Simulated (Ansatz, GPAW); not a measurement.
## Screening of a field by Ta2N(OH)2 MXene monolayer

Wanted: the out-of-plane polarisability of Ta2N(OH)2 MXene monolayer.

Main program and level: GPAW 26.7.0 and Ansatz 0.2.0; Ansatz plane waves; layer without images along its normal, relaxation of atoms and in-plane cell, in the first sound run; inputs show where later runs differ.

## Step 1: Set-up

The cell holds 7 atoms: 2 H, 2 O, 2 Ta and 1 N. Cell: a = 3.155 Å, b = 3.155 Å, c = 22.882 Å, α = 90.0°, β = 90.0°, γ = 120.0°. Vacuum lies along c.

## Step 2: Relaxation

The atoms are relaxed first, since the surface dipole, and with it the work function, follows the positions of the outer layers.

Input file input.yaml:

```yaml
crystal:
  lattice:
    - [3.15458, 0.0, 0.0]
    - [-1.57729, 2.7319464183, 0.0]
    - [0.0, 0.0, 22.881688773]
  atoms:
    - { symbol: H, position: [0.3333333333, 0.6666666667, 0.3496245439] }
    - { symbol: O, position: [0.3333333333, 0.6666666667, 0.3924535505] }
    - { symbol: Ta, position: [0.6666666667, 0.3333333333, 0.4456022134], spin: 1.0 }
    - { symbol: "N", position: [0.0, 0.0, 0.5] }
    - { symbol: Ta, position: [0.3333333333, 0.6666666667, 0.5543977866], spin: 1.0 }
    - { symbol: O, position: [0.6666666667, 0.3333333333, 0.6075464495] }
    - { symbol: H, position: [0.6666666667, 0.3333333333, 0.6503754561] }
  periodic: [true, true, false]
magnetization:
  spin_polarized: true
kpoints:
  mp_grid: { grid: [12, 12, 1] }
hamiltonian:
  xc: pbe
scf:
  occupations: { method: fermi_dirac, width: 0.05 }
relax:
  f_tol: 0.01
  max_steps: 90
  cell: {}
```

On the command line:

```bash
> ansatz run input.yaml --threads 4 --pin off --max-ram 8192MiB --backend cpu --events-out ev --progress --plain --runs-dir out
```

Numbers of over 12 decimals in the logs are rounded to 6 here.

The log of the run:

```text
Warning: crystal.periodic: the lattice vector that does not repeat stood 0.000° off the slab's normal, 22.882 Å along it as the deck builds it. The run solves the slab on a vector along the normal, 37.563 Å long, with every atom where it was (on the deck's vector they left 16.00 Å outside them, and the widest stretch free of ions among them is 1.24 Å). A fractional position that the run reports is one of the run's ce [...]
crystal.periodic: the lattice vector that does not repeat stood 0.000° off the slab's normal, 22.882 Å along it as the deck builds it. The run solves the slab on a vector along the normal, 37.563 Å long, with every atom where it was (on the deck's vector they left 16.00 Å outside them, and the widest stretch free of ions among them is 1.24 Å). A fractional position that the run reports is one of the run's cell, which [...]
Engine: ansatz 0.2.0, aarch64-unknown-linux-gnu
Pseudopotentials: kind: paw
Pseudopotential: H, paw, valence charge 1, recommended cutoff 420 eV (normal), H.paw.azcp
Pseudopotential: O, paw, valence charge 6, recommended cutoff 420 eV (normal), O.paw.azcp
Pseudopotential: Ta, paw, valence charge 13, recommended cutoff 420 eV (normal), Ta.paw.azcp
Pseudopotential: N, paw, valence charge 5, recommended cutoff 420 eV (normal), N.paw.azcp
Functional definition: PBE
  parameter kappa = 0.804
  parameter beta = 0.066725
  exchange = pbe_x(kappa = kappa, mu = beta*pi^2/3)
  correlation = pbe_c(beta = beta)
Crystal: 7 atoms, lattice volume = 323.727 Å³
Basis set: ecut = 420 eV, 6269 PW (Γ), exchange–correlation on 48×48×512 points (8 copies of the dense FFT grid, shifted against one another)
Bands: 31, of which v1, the nominal top of the filled ones, is band 23 counted from 1 (22 counted from 0)
Symmetry: 12 space group operations
Space group: P-3m1 (ITA 164), of the structure as read, at distance tolerance 6.9e-5 Å
Magnetic group: BNS 164.85 (UNI 1315), of the structure as read, at distance tolerance 6.9e-5 Å
k-points: 19 of 144
Non-local potential: H, projectors of the file, l = 0: 2, l = 1: 1
Non-local potential: O, projectors of the file, l = 0: 2, l = 1: 2, l = 2: 1
Non-local potential: Ta, projectors of the file, l = 0: 3, l = 1: 2, l = 2: 2, l = 3: 1
Non-local potential: N, projectors of the file, l = 0: 2, l = 1: 2, l = 2: 1
PAW form: soft (Blöchl's): semilocal exchange-correlation on the pseudo side does not see the compensation charge
PAW one-centre angular grid: H, 110 points (default); XC on 64 Gauss nodes
PAW one-centre angular grid: O, 110 points (default); XC on 64 Gauss nodes
PAW one-centre angular grid: Ta, 590 points (default); XC on 64 Gauss nodes
PAW one-centre angular grid: N, 110 points (default); XC on 64 Gauss nodes
Initial density: superposition of atomic densities (neutral atoms: chi_scale 0, normalization atom)
Starting moments: Σ|m| = 2 μB on 2 of 7 sites
Initial wavefunctions: pseudopotential atomic-orbital guess
Functional: x = pbe(κ = 0.804, μ = 0.219515), c = pbe(β = 0.066725)
SCF iter   1: F=—  HF=-21421.285794 eV  |F-HF|=—  |Δ(HF+E_count)|=         —  Δρ=3.52e-2 (↑3.52e-2 ↓3.30e-2)  dr2=2.25e1  dr2_m=9.12e-2  M=1.041 μB ∫|m|=1.064 μB  β_m=0.30  ethr=3.10e-3  ⟨swp⟩=14.9  Hψ=9012  notcnv=0
Mixer restart at iter 1: flushing history
preconditioner: auto → LDOS  [metal: Δε(μ)=0.042 eV  Ē_g=11.490 eV  σ=0.050 eV  W_gap=0.20  n_scr=22 (ndim 8)  ℏωp=10.3 eV  f_vac=0.751  D(μ)=2.70/eV (n_scr^D=14)]
spin=Collinear: LDOS preconditioning applied to the charge; magnetization (m = ρ↑ − ρ↓) channel mixes plain (no charge-response kernel on spin).
SCF iter   2: F=—  HF=-21418.104065 eV  |F-HF|=—  |Δ(HF+E_count)|=    3.18e0  Δρ=2.28e-2 (↑2.28e-2 ↓2.11e-2)  dr2=1.03e1  dr2_m=5.23e-2  M=0.967 μB ∫|m|=0.996 μB  β_m=0.51  ethr=3.10e-3  ⟨swp⟩=3.9  Hψ=2814  notcnv=0  defer=41
SCF iter   3: F=—  HF=-21416.410750 eV  |F-HF|=—  |Δ(HF+E_count)|=    1.69e0  Δρ=9.00e-3 (↑9.00e-3 ↓6.87e-3)  dr2=3.16e0  dr2_m=1.87e-2  M=0.588 μB ∫|m|=0.629 μB  β_m=0.58  ethr=3.10e-3  ⟨swp⟩=6.9  Hψ=3780  notcnv=0  defer=47
SCF iter   4: F=—  HF=-21416.211009 eV  |F-HF|=—  |Δ(HF+E_count)|=   2.00e-1  Δρ=4.23e-3 (↑4.23e-3 ↓2.76e-3)  dr2=6.67e-1  dr2_m=8.09e-3  M=0.560 μB ∫|m|=0.588 μB  β_m=0.75  ethr=3.10e-3  ⟨swp⟩=3.7  Hψ=2261  notcnv=0  defer=49
SCF iter   5: F=—  HF=-21416.208248 eV  |F-HF|=—  |Δ(HF+E_count)|=   2.76e-3  Δρ=1.42e-3 (↑1.42e-3 ↓8.59e-4)  dr2=5.88e-2  dr2_m=2.80e-3  M=0.417 μB ∫|m|=0.438 μB  β_m=0.88  ethr=1.48e-3  ⟨swp⟩=4.8  Hψ=2704  notcnv=0  defer=42
SCF iter   6: F=—  HF=-21416.228677 eV  |F-HF|=—  |Δ(HF+E_count)|=         —  Δρ=1.23e-3 (↑1.23e-3 ↓1.19e-3)  dr2=6.67e-3  dr2_m=4.09e-3  M=0.161 μB ∫|m|=0.178 μB  β_m=0.88  ethr=1.31e-4  ⟨swp⟩=4.3  Hψ=2522  notcnv=0  defer=43
SCF iter   7: F=—  HF=-21416.230015 eV  |F-HF|=—  |Δ(HF+E_count)|=   1.34e-3  Δρ=5.03e-4 (↑4.98e-4 ↓5.03e-4)  dr2=1.94e-3  dr2_m=7.04e-4  M=0.079 μB ∫|m|=0.088 μB  β_m=0.94  ethr=1.48e-5  ⟨swp⟩=3.0  Hψ=2399  notcnv=0  defer=43
SCF iter   8: F=—  HF=-21416.230825 eV  |F-HF|=—  |Δ(HF+E_count)|=   8.10e-4  Δρ=1.37e-4 (↑1.37e-4 ↓1.26e-4)  dr2=1.08e-4  dr2_m=3.92e-5  M=0.017 μB ∫|m|=0.019 μB  β_m=0.97  ethr=4.31e-6  ⟨swp⟩=3.2  Hψ=2526  notcnv=0  defer=43
SCF iter   9: F=—  HF=-21416.230880 eV  |F-HF|=—  |Δ(HF+E_count)|=   5.58e-5  Δρ=3.93e-5 (↑3.34e-5 ↓3.93e-5)  dr2=7.67e-6  dr2_m=2.19e-6  M=0.001 μB ∫|m|=0.003 μB  β_m=0.97  ethr=2.39e-7  ⟨swp⟩=3.6  Hψ=2722  notcnv=0  defer=43
SCF iter  10: F=—  HF=-21416.230855 eV  |F-HF|=—  |Δ(HF+E_count)|=   2.56e-5  Δρ=1.30e-5 (↑1.30e-5 ↓1.21e-5)  dr2=6.52e-6  dr2_m=2.41e-7  M=-0.000 μB ∫|m|=0.001 μB  β_m=0.93  ethr=1.70e-8  ⟨swp⟩=4.0  Hψ=2920  notcnv=0  defer=43
SCF iter  11: F=—  HF=-21416.230855 eV  |F-HF|=—  |Δ(HF+E_count)|=   2.48e-7  Δρ=7.05e-6 (↑7.05e-6 ↓6.24e-6)  dr2=4.91e-7  dr2_m=1.87e-8  M=0.000 μB ∫|m|=0.000 μB  β_m=0.79  ethr=1.45e-8  ⟨swp⟩=3.2  Hψ=2219  notcnv=0  defer=43
SCF iter  12: F=—  HF=-21416.230855 eV  |F-HF|=—  |Δ(HF+E_count)|=  9.86e-10  Δρ=1.95e-6 (↑1.60e-6 ↓1.95e-6)  dr2=2.71e-8  dr2_m=5.80e-9  M=0.000 μB ∫|m|=0.000 μB  β_m=0.89  ethr=1.09e-9  ⟨swp⟩=4.1  Hψ=2881  notcnv=0  defer=43
SCF iter  13: F=—  HF=-21416.230855 eV  |F-HF|=—  |Δ(HF+E_count)|=   8.38e-8  Δρ=9.03e-7 (↑9.03e-7 ↓5.65e-7)  dr2=3.89e-9  dr2_m=1.02e-9  M=0.000 μB ∫|m|=0.000 μB  β_m=0.94  ethr=6.03e-11  ⟨swp⟩=3.2  Hψ=2408  notcnv=0  defer=43
SCF iter  14: F=—  HF=-21416.230855 eV  |F-HF|=—  |Δ(HF+E_count)|=   4.17e-9  Δρ=2.68e-7 (↑2.39e-7 ↓2.68e-7)  dr2=8.69e-10  dr2_m=1.08e-10  M=0.000 μB ∫|m|=0.000 μB  β_m=0.97  ethr=8.65e-12  ⟨swp⟩=4.0  Hψ=2841  notcnv=0  defer=43
[...]
SCF iter   2: F=—  HF=-21416.986541 eV  |F-HF|=—  |Δ(HF+E_count)|=   2.22e-3  Δρ=1.69e-5 (↑1.69e-5 ↓1.69e-5)  dr2=7.20e-7  dr2_m=1.04e-11  M=0.000 μB ∫|m|=0.000 μB  β_m=0.49  ethr=3.59e-8  ⟨swp⟩=3.6  Hψ=2145  notcnv=0
SCF iter   3: F=—  HF=-21416.987077 eV  |F-HF|=—  |Δ(HF+E_count)|=   5.36e-4  Δρ=8.73e-6 (↑8.73e-6 ↓8.73e-6)  dr2=7.69e-7  dr2_m=5.26e-12  M=0.000 μB ∫|m|=0.000 μB  β_m=0.49  ethr=1.60e-9  ⟨swp⟩=4.3  Hψ=2592  notcnv=0
SCF iter   4: F=—  HF=-21416.987259 eV  |F-HF|=—  |Δ(HF+E_count)|=   1.82e-4  Δρ=5.58e-6 (↑5.57e-6 ↓5.58e-6)  dr2=4.77e-7  dr2_m=2.74e-12  M=0.000 μB ∫|m|=0.000 μB  β_m=0.74  ethr=1.60e-9  ⟨swp⟩=2.9  Hψ=1554  notcnv=0
SCF iter   5: F=—  HF=-21416.987416 eV  |F-HF|=—  |Δ(HF+E_count)|=   1.56e-4  Δρ=1.45e-6 (↑1.45e-6 ↓1.45e-6)  dr2=7.36e-8  dr2_m=6.70e-13  M=0.000 μB ∫|m|=0.000 μB  β_m=0.87  ethr=1.06e-9  ⟨swp⟩=3.9  Hψ=2096  notcnv=0
SCF iter   6: F=—  HF=-21416.987427 eV  |F-HF|=—  |Δ(HF+E_count)|=   1.14e-5  Δρ=7.47e-7 (↑7.43e-7 ↓7.47e-7)  dr2=3.13e-8  dr2_m=2.61e-13  M=0.000 μB ∫|m|=0.000 μB  β_m=0.80  ethr=1.64e-10  ⟨swp⟩=3.1  Hψ=1999  notcnv=0
SCF iter   7: F=—  HF=-21416.987428 eV  |F-HF|=—  |Δ(HF+E_count)|=   6.68e-7  Δρ=2.99e-7 (↑2.94e-7 ↓2.99e-7)  dr2=6.77e-9  dr2_m=1.20e-13  M=0.000 μB ∫|m|=0.000 μB  β_m=0.90  ethr=6.96e-11  ⟨swp⟩=2.7  Hψ=1816  notcnv=0
SCF iter   8: F=—  HF=-21416.987428 eV  |F-HF|=—  |Δ(HF+E_count)|=   1.07e-7  Δρ=9.18e-8 (↑9.02e-8 ↓9.18e-8)  dr2=5.87e-10  dr2_m=4.24e-14  M=0.000 μB ∫|m|=0.000 μB  β_m=0.89  ethr=1.50e-11  ⟨swp⟩=3.0  Hψ=1945  notcnv=0
SCF iter   9: F=—  HF=-21416.987461 eV  |F-HF|=—  |Δ(HF+E_count)|=   3.30e-5  Δρ=2.13e-7 (↑2.13e-7 ↓2.13e-7)  dr2=1.58e-8  dr2_m=2.10e-14  M=0.000 μB ∫|m|=0.000 μB  β_m=0.89  ethr=1.30e-12  ⟨swp⟩=5.7  Hψ=3159  notcnv=0
SCF iter  10: F=—  HF=-21416.987461 eV  |F-HF|=—  |Δ(HF+E_count)|=   5.73e-9  Δρ=1.85e-7 (↑1.85e-7 ↓1.84e-7)  dr2=1.17e-8  dr2_m=1.53e-14  M=0.000 μB ∫|m|=0.000 μB  β_m=0.94  ethr=1.30e-12  ⟨swp⟩=2.1  Hψ=1306  notcnv=0
SCF iter  11: F=—  HF=-21416.987461 eV  |F-HF|=—  |Δ(HF+E_count)|=   6.34e-9  Δρ=1.50e-7 (↑1.50e-7 ↓1.50e-7)  dr2=8.64e-9  dr2_m=9.72e-15  M=0.000 μB ∫|m|=0.000 μB  β_m=0.78  ethr=1.30e-12  ⟨swp⟩=2.3  Hψ=1374  notcnv=0
SCF iter  12: F=—  HF=-21416.987461 eV  |F-HF|=—  |Δ(HF+E_count)|=   4.58e-9  Δρ=1.40e-7 (↑1.39e-7 ↓1.40e-7)  dr2=7.46e-9  dr2_m=8.37e-15  M=0.000 μB ∫|m|=0.000 μB  β_m=0.89  ethr=1.30e-12  ⟨swp⟩=1.7  Hψ=1285  notcnv=0
SCF iter  13: F=—  HF=-21416.987461 eV  |F-HF|=—  |Δ(HF+E_count)|=   5.90e-9  Δρ=1.45e-7 (↑1.44e-7 ↓1.45e-7)  dr2=7.83e-9  dr2_m=8.57e-15  M=0.000 μB ∫|m|=0.000 μB  β_m=0.68  ethr=1.30e-12  ⟨swp⟩=1.6  Hψ=1334  notcnv=0
SCF iter  14: F=—  HF=-21416.987461 eV  |F-HF|=—  |Δ(HF+E_count)|=   1.16e-9  Δρ=1.42e-7 (↑1.41e-7 ↓1.42e-7)  dr2=7.74e-9  dr2_m=1.89e-14  M=0.000 μB ∫|m|=0.000 μB  β_m=0.51  ethr=1.30e-12  ⟨swp⟩=1.4  Hψ=1284  notcnv=0
SCF iter  15: F=—  HF=-21416.987461 eV  |F-HF|=—  |Δ(HF+E_count)|=   7.90e-9  Δρ=1.02e-7 (↑1.01e-7 ↓1.02e-7)  dr2=4.15e-9  dr2_m=9.20e-15  M=0.000 μB ∫|m|=0.000 μB  β_m=0.53  ethr=1.30e-12  ⟨swp⟩=2.4  Hψ=1414  notcnv=0
SCF iter  16: F=—  HF=-21416.987461 eV  |F-HF|=—  |Δ(HF+E_count)|=  3.64e-12  Δρ=4.92e-8 (↑4.87e-8 ↓4.92e-8)  dr2=8.20e-10  dr2_m=1.56e-14  M=0.000 μB ∫|m|=0.000 μB  β_m=0.47  ethr=1.30e-12  ⟨swp⟩=2.5  Hψ=1650  notcnv=0
SCF iter  17: F=—  HF=-21416.987461 eV  |F-HF|=—  |Δ(HF+E_count)|=   9.31e-9  Δρ=1.25e-8 (↑1.25e-8 ↓1.24e-8)  dr2=1.56e-12  dr2_m=1.07e-14  M=-0.000 μB ∫|m|=0.000 μB  β_m=0.67  ethr=1.30e-12  ⟨swp⟩=2.4  Hψ=1368  notcnv=0
SCF iter  18: F=-21416.987461 eV  HF=-21416.987461 eV  |F-HF|=6.26e-10  |Δ(HF+E_count)|=   9.95e-9  Δρ=5.93e-9 (↑5.93e-9 ↓5.71e-9)  dr2=1.73e-12  dr2_m=1.37e-15  M=-0.000 μB ∫|m|=0.000 μB  ethr=1.00e-12  ⟨swp⟩=8.0  Hψ=6506  notcnv=0
the starting moments were not kept: the SCF closed with an absolute magnetisation of 2.7e-7 μB, where they sum to 2 μB in size (2 sites). That is at most 0.1 of that sum. Measured as dr2_m measures the in/out step, that magnetisation stands 2.5e-15 eV from none, at or under the dr2_threshold of 2.5e-11 eV: it is no larger than a step whose dr2_m would equal this threshold.
SCF 15 converged in 18 iterations: F = -21416.987461 eV  dr2 = 1.73e-12
relax step  15: F+E_penalty+E_count = -21416.98746111 eV  Δ(F+E_penalty+E_count) = -4.771e-3 eV  max|allowed force component| = 4.521e-3 eV/Å  Δτ_max = 0.0000 Å  P = +0.039 N/m  Ω = 353.170 Å³  fix = [c, alpha, beta]  reactions: c +0.000 N/m  stress off target by 3.88e-2 N/m on what of the cell is left free  SCF on the basis re-selected at this cell (its energy is not comparable with the rows above)  (18 SCF iters)
basis re-selected at this cell: Δ(F+E_penalty+E_count) = -4.771e-3 eV, ΔP = +0.032 N/m vs the last step (what re-selecting the basis moved, of the pressure what is left beyond the Pulay correction that the steps carried, after the strain that the cell walked since its last selection, with what the two solves' SCF thresholds leave and, on support functions, any second-order correction that the steps lacked; it is no m [...]
SCF converged after 18 iterations
Magnetization: -0.0000 μB (22.5000 up, 22.5000 down)
Absolute magnetization: 0.0000 μB (∫|ρ↑−ρ↓|, with the PAW one-centre terms)
Spin contamination: 0.0000 ħ² per cell (⟨S²⟩ above its minimum at these occupations)
Per-site moments (μB) at R_I (Å): [(-2.0560608061828246e-9, 0.404229), (-3.6234830666884687e-9, 0.404229), (-1.2165783769852336e-8, 0.889863), (4.580308250778658e-10, 0.889863), (-1.2165783726279988e-8, 0.889863), (-3.623483042493084e-9, 0.404229), (-2.0560608086198286e-9, 0.404229)]
Free energy (F): -21416.987461 eV
Harris-Foulkes:  -21416.987461 eV  (|F-HF|=6.26e-10)
Internal energy: -21416.966077 eV  (E = F + TS)
E sigma→0 (E₀):  -21416.976769 eV
Entropy (-TS):   -0.021384 eV (-3.055 meV/atom)
Fermi energy:    -2.519723 eV
--- Per-component energies (eV) ---
  E_band       = -1095.938406
  E_kinetic    = 1247.228047
  E_local      = -148455.024020  (includes V_loc(G=0)·N_el)
  E_nonlocal   = 175.003804
  E_hartree    = 73476.308815
  E_xc         = -662.314070
  E_vxc        = -695.775647  (∫ρ·V_xc dr)
  E_paw        = -17239.470034  (= ΣΔE_a)
  E_vpaw       = -319.991612  (= ΣTr[D̂ρ^β])
  E_aug_tail   = 0.002961  (compensation charges beyond the density's cutoff)
  E_ewald      = 70041.298420
  E_smearing   = -0.021384  (= −TS)
  E_closure    = 0.000000  (closes the sum)
  Σ components = -21416.987461   (vs F -21416.987461, Δ=0.00e0)
--- Forces (eV/Å), atoms counted from 1 ---
  atom   1  H     -0.00000000     0.00000000     0.00452136
  atom   2  O      0.00000000     0.00000000    -0.00026921
  atom   3  Ta     0.00000000    -0.00000000     0.00318924
  atom   4  N      0.00000000    -0.00000000     0.00000000
  atom   5  Ta     0.00000000     0.00000000    -0.00318924
  atom   6  O      0.00000000    -0.00000000     0.00026921
  atom   7  H     -0.00000000    -0.00000000    -0.00452136
  max |Σ_I F_I| component: 1.36e-17 eV/Å
--- 2D stress c σ (N/m, compression-positive) ---
        0.038806       0.000000      -0.000000
       -0.000000       0.038806       0.000000
       -0.000000       0.000000       0.000000
  P = ½ c Tr σ = 0.0388 N/m
--- Relaxed structure (13 steps of the walk, 12 accepted, 2 SCFs on fresh bases) ---
  F+E_penalty+E_count = -21416.98746111 eV   max|allowed force component| = 4.521e-3 eV/Å   (the final SCF, on the basis selected at the relaxed cell)
  cell:  # Å, volume = 353.1700 Å³
    - [3.294915, 0.0, 0]
    - [-1.647458, 2.853480, 0]
    - [0, 0, 37.563378]
  atoms:
    - { symbol: H, position: [0.333333, 0.666667, 0.217244] }
    - { symbol: O, position: [0.333333, 0.666667, 0.243331] }
    - { symbol: Ta, position: [0.666667, 0.333333, 0.277493] }
    - { symbol: N, position: [0, 0, 0.304574] }
    - { symbol: Ta, position: [0.333333, 0.666667, 0.331656] }
    - { symbol: O, position: [0.666667, 0.333333, 0.365817] }
    - { symbol: H, position: [0.666667, 0.333333, 0.391905] }
```

Elapsed: 2 min, on 4 threads of Arm Neoverse V1, shared host; peak memory 0.91 GiB; 7.8 min of CPU time.

Step by step:

```tsv
step	energy less that of the first step (eV)	largest force component (eV/Å)	volume (Å³)
1	0.0000	2.8820	323.73
2	-0.4588	0.9420	317.19
3	-0.1841	4.0891	334.90
4	-0.6501	0.2585	332.39
5	-0.7087	0.6089	345.78
6	-0.7201	0.2406	347.93
7	-0.7214	0.2593	348.02
8	-0.7232	0.0126	347.72
9	-0.7234	0.0038	347.49
10*	-0.7543	0.0065	347.49
11	-0.7537	0.0173	350.05
12	-0.7528	0.0231	351.84
13	-0.7502	0.0236	354.81
14	-0.7518	0.0039	353.17
15*	-0.7566	0.0045	353.17
```

Relaxation steps marked * repeat the geometry before them on a plane-wave basis chosen anew for their cell, so energy and pressure can jump there. Relaxation step 3 was tried and not accepted.

Forces are held to the 12 operations that the run works with; a distortion that breaks them can't arise in this run.

```tsv
cell as run	before	after	change
a (Å)	3.155	3.295	+4.4 %
b (Å)	3.155	3.295	+4.4 %
```

The atoms that moved most (Å, along periodic axes as changes of fractional coordinates times the final cell, across vacuum about the mean position):

```tsv
atom	dx	dy	dz	length
Ta5	0.000	0.000	-0.227	0.227
Ta3	0.000	0.000	0.227	0.227
H7	0.000	0.000	-0.160	0.160
H1	0.000	0.000	0.160	0.160
O2	0.000	0.000	0.160	0.160
O6	0.000	0.000	-0.160	0.160
```

The relaxed structure:

```cif
data_structure
_symmetry_space_group_name_H-M 'P 1'
_symmetry_Int_Tables_number 1
_cell_length_a 3.2949
_cell_length_b 3.2949
_cell_length_c 37.5634
_cell_angle_alpha 90.000
_cell_angle_beta 90.000
_cell_angle_gamma 120.000
_cell_volume 353.17
loop_
_atom_site_label
_atom_site_type_symbol
_atom_site_fract_x
_atom_site_fract_y
_atom_site_fract_z
_atom_site_occupancy
H1 H 0.33333 0.66667 0.21724 1
O2 O 0.33333 0.66667 0.24333 1
Ta3 Ta 0.66667 0.33333 0.27749 1
N4 N 0.00000 0.00000 0.30457 1
Ta5 Ta 0.33333 0.66667 0.33166 1
O6 O 0.66667 0.33333 0.36582 1
H7 H 0.66667 0.33333 0.39191 1
```

Numbers from this step:

- free energy: -21416.9875 eV
- smearing term TS: 0.02138 eV
- symmetry operations: 12

The relaxation lowered the energy of the cell by 0.757 eV.

[end of part 1 of 3]

[Logs are printed without paths, hosts, clocks, repeated set-up lines and the standing remarks that a program may print on its own settings, such as how far it seeks lower states.]

[Hosts, paths, dates, database ids (printed as entryN), source tags and the programs' standing remarks are cut or masked in the printed files.]
